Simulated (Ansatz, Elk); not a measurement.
# Bonding as seen by X-rays: BaHfSn3

Structure refinements treat a crystal as free atoms side by side. For a made-up structure of BaHfSn3 (cell and positions from a PBE relaxation) the runs below show what the calculated density changes in F(hkl).

Main program and level: Elk 11.2.3 (patched build); DFT, PBE, all-electron APW+lo, Dirac cores, scalar-relativistic bands, static density, no spin.

This account leaves out most program logs.

The structure was built from a prototype and need not be the compound's stable phase.

### 1. The structure

Symmetry: I4mm, No. 107, tetragonal system. Conventional cell: a = 5.495 Å, b = 5.495 Å, c = 10.728 Å, α = 90.00°, β = 90.00°, γ = 90.00°. Nearest to Hf lie 5 Sn at 2.91 to 2.93 Å and 1 Ba at 3.59 Å. Nearest to Ba lie 1 Hf at 3.59 Å and 8 Sn at 3.80 to 3.88 Å. Nearest to Sn lie 1 Hf at 2.93 Å and 4 Sn at 3.11 Å. Sn has 2 Hf at 2.91 Å and 6 Sn at 3.11 to 3.89 Å and 4 Ba at 3.80 to 3.88 Å nearest. Farther neighbours are not listed.

### 2. Ground state and structure factors

An all-electron density is needed, since X-rays see the cores too. Task 0 finds the density and task 195 Fourier-transforms it; tshift is off so that phases refer to the origin typed.

File elk.in:

```
tasks
  0
  195

xctype
  20

spinpol
  .false.

rgkmax
  7.0

gmaxvr
  14.0

lmaxo
  7

lmaxapw
  8

swidth
  0.002

tshift
  .false.

ramdisk
  .false.

hmaxvr
  5.5

maxscl
  120

epspot
  1e-06

sppath
  './'

avec
  -5.19244353694 5.19244353694 10.13631495285
  5.19244353694 -5.19244353694 10.13631495285
  5.19244353694 5.19244353694 -10.13631495285

atoms
  3
  'Hf.in'
  1
  0.3329034568 0.3329034568 -0.0000000000   0.000000 0.000000 0.000000
  'Ba.in'
  1
  0.9978015638 0.9978015638 0.0000000000   0.000000 0.000000 0.000000
  'Sn.in'
  3
  0.6063551512 0.6063551512 0.0000000000   0.000000 0.000000 0.000000
  0.2429199141 0.7429199141 0.5000000000   0.000000 0.000000 0.000000
  0.7429199141 0.2429199141 0.5000000000   0.000000 0.000000 0.000000

ngridk
  6 6 6
```

Started as:

```console
$ OMP_NUM_THREADS=4 elk
```

Elapsed: 92 s, on 4 threads of Arm Neoverse V2, shared host; peak memory 0.31 GiB; 4.9 min of CPU time.

SFACRHO.OUT:

```text

h k l indices transformed by vhmat matrix:
   1.000000000       0.000000000       0.000000000    
   0.000000000       1.000000000       0.000000000    
   0.000000000       0.000000000       1.000000000    

      h      k      l  multipl.   |H|            Re(F)            Im(F)           |F|

      0      0      0      1   0.0000000       278.00000     -0.46869775E-16   278.00000    
      1      1     -1      1  0.61986879      -65.305596      -6.4598120       65.624310    
     -1     -1      1      1  0.61986879      -65.305596       6.4598120       65.624310    
      1      0     -1      4  0.67979601      -18.884112       29.371335       34.918262    
     -1      0      0      4  0.67979601      -18.884112      -29.371335       34.918262    
     -1      1      0      4  0.85564396       70.317756      0.18685015E-13   70.317756    
     -1     -1      0      4   1.0565812       110.35553       22.152328       112.55696    
      2      0     -1      4   1.0565812       110.35553      -22.152328       112.55696    
     -2     -1      2      4   1.1093229       127.43939       40.886601       133.83763    
      2      1     -1      4   1.1093229       127.43939      -40.886601       133.83763    
      1     -1      1      4   1.2100633       231.79342     -0.37978015E-13   231.79342    
     -2     -2      2      1   1.2397376       59.492557      -55.231699       81.178230    
      2      2     -2      1   1.2397376       59.492557       55.231699       81.178230    
      0     -2      0      4   1.3595920      -56.407412       7.4821503       56.901482    
      0      2      0      4   1.3595920      -56.407412      -7.4821503       56.901482    
      0      1      1      8   1.3879394      -17.104674       26.696112       31.705713    
     -1      0     -1      8   1.3879394      -17.104674      -26.696112       31.705713    
      2      2     -1      4   1.5063452      -96.647966       80.095249       125.52322
```

Elk indexes on the primitive cell of elk.in and gives |H| = 4π sin θ/λ in inverse bohr. Below, one row stands for each form hkl of the conventional cell (m members, Friedel mates merged), F is for one primitive cell and the density is static (no thermal factor). Free-atom factors are Waasmaier and Kirfel's, and R is Σm||F|−|F'||/Σm|F|.

```tsv
hkl	m	sin θ/λ (Å⁻¹)	abs F, DFT	neutral atoms	diff.	abs of complex diff.
002	2	0.093	65.624	65.505	+0.119	0.152
101	8	0.102	34.918	34.916	+0.002	0.112
110	4	0.129	70.318	70.400	-0.082	0.082
112	8	0.159	112.557	112.461	+0.097	0.181
103	8	0.167	133.837	133.981	-0.144	0.190
200	4	0.182	231.793	231.961	-0.168	0.168
004	2	0.186	81.178	81.129	+0.049	0.198
202	8	0.204	56.901	57.236	-0.335	0.347
211	16	0.209	31.706	32.022	-0.316	0.327
114	8	0.227	125.523	125.992	-0.469	0.476
213	16	0.247	120.436	120.698	-0.261	0.297
105	8	0.250	65.934	66.130	-0.195	0.197
220	4	0.257	208.635	209.141	-0.506	0.506
204	8	0.261	73.052	73.130	-0.078	0.095
```

### 3. The highest occupied states alone

An energy window below the Fermi level keeps the highest occupied states, to see at which angles they scatter; shallow core shells can lie inside it and anion s states outside. No new self-consistency is needed.

elk.in: that of step 2 with these lines changed.

```diff
@@ -1,3 +1,2 @@
 tasks
-  0
   195
@@ -40,2 +39,5 @@
 
+wsfac
+  -0.150690 0.516800
+
 sppath
```

Started as:

```console
$ OMP_NUM_THREADS=4 elk
```

Wall time 22 s (4 threads); peak memory 0.18 GiB.

States within 10 eV below the Fermi level hold 18.00 electrons; any levels below the window count with the cores. Their amplitudes can exceed the total, where window and core parts have opposite phase:

```tsv
hkl	sin θ/λ (Å⁻¹)	abs F, window	abs F, all
002	0.093	4.845	65.624
101	0.102	2.230	34.918
110	0.129	0.205	70.318
112	0.159	1.405	112.557
103	0.167	0.926	133.837
200	0.182	1.521	231.793
004	0.186	0.479	81.178
202	0.204	0.153	56.901
211	0.209	0.194	31.706
114	0.227	0.229	125.523
```

### 4. Another functional

The difference from free atoms is small, so it is set against the change that LDA (Perdew-Wang) makes.

elk.in: that of step 3 with these lines changed.

```diff
@@ -1,2 +1,3 @@
 tasks
+  0
   195
@@ -4,3 +5,3 @@
 xctype
-  20
+  3
 
@@ -39,5 +40,2 @@
 
-wsfac
-  -0.150690 0.516800
-
 sppath
```

Started as:

```console
$ OMP_NUM_THREADS=4 elk
```

The job ended after 60 s (4 threads; peak memory 0.24 GiB).

Against the first run R = 0.02 %; the largest change is -0.063 at 314.

### 5. Basis size

A smaller basis shows how fast F responds to it; the change is likely larger than the basis error of the first run, but doesn't show convergence.

elk.in: that of step 4 with these lines changed.

```diff
@@ -5,3 +5,3 @@
 xctype
-  3
+  20
 
@@ -11,3 +11,3 @@
 rgkmax
-  7.0
+  5.5
```

Started as:

```console
$ OMP_NUM_THREADS=4 elk
```

Run time: 71 s. Hardware: 4 threads; peak memory 0.31 GiB.

Against the first run R = 0.02 %; the largest change is +0.087 at 400.

### 6. Settings against the effect

```tsv
run	R against the first run (%)	R against neutral atoms, low angle (%)	wall time
PBE, rgkmax 7	0.00	0.26	92 s
LDA (Perdew-Wang)	0.02	0.26	60 s
rgkmax 5.5	0.02	0.25	71 s
```

### 7. Outcome

- R against neutral atoms, sin θ/λ < 0.3 Å⁻¹: 0.26 %
- R against neutral atoms, 0.3 to 0.67 Å⁻¹: 0.09 %

**Reading.** Independent neutral atoms miss the calculated amplitudes by R = 0.26 % below 0.3 Å⁻¹ and 0.09 % from there to 0.67 Å⁻¹; by shells, 0.08 % below 0.15 Å⁻¹ (3 forms), 0.27 % 0.15 to 0.3 (15 forms), 0.06 % 0.3 to 0.45 (32 forms), 0.10 % above 0.45 (99 forms). Bonding, aspherical density and the tables' own atoms all enter these figures, and the runs don't part them. The largest change of an amplitude is -0.51 electrons, at 220. R counts amplitudes alone; phases shift too. The window's part falls from 18.0 electrons at the origin to at most 0.29 between 0.45 and 0.67 Å⁻¹. Below 0.3 Å⁻¹ the changes that finished (LDA (Perdew-Wang) and rgkmax 5.5) move F by R = 0.02 % at most, against the 0.26 % that separates it from free atoms. The k-mesh has no finished test. Spin-orbit coupling is left out, which can matter for elements this heavy. Part of the difference isn't bonding: the tables are fits to free atoms and ions calculated by other methods than this functional. Thermal motion, anomalous dispersion and extinction are left out.

[Logs are printed without paths, hosts, clocks, repeated set-up lines and the standing remarks that a program may print on its own settings, such as how far it seeks lower states.]

[Hosts, paths, dates, database ids (printed as entryN), source tags and the programs' standing remarks are cut or masked in the printed files.]
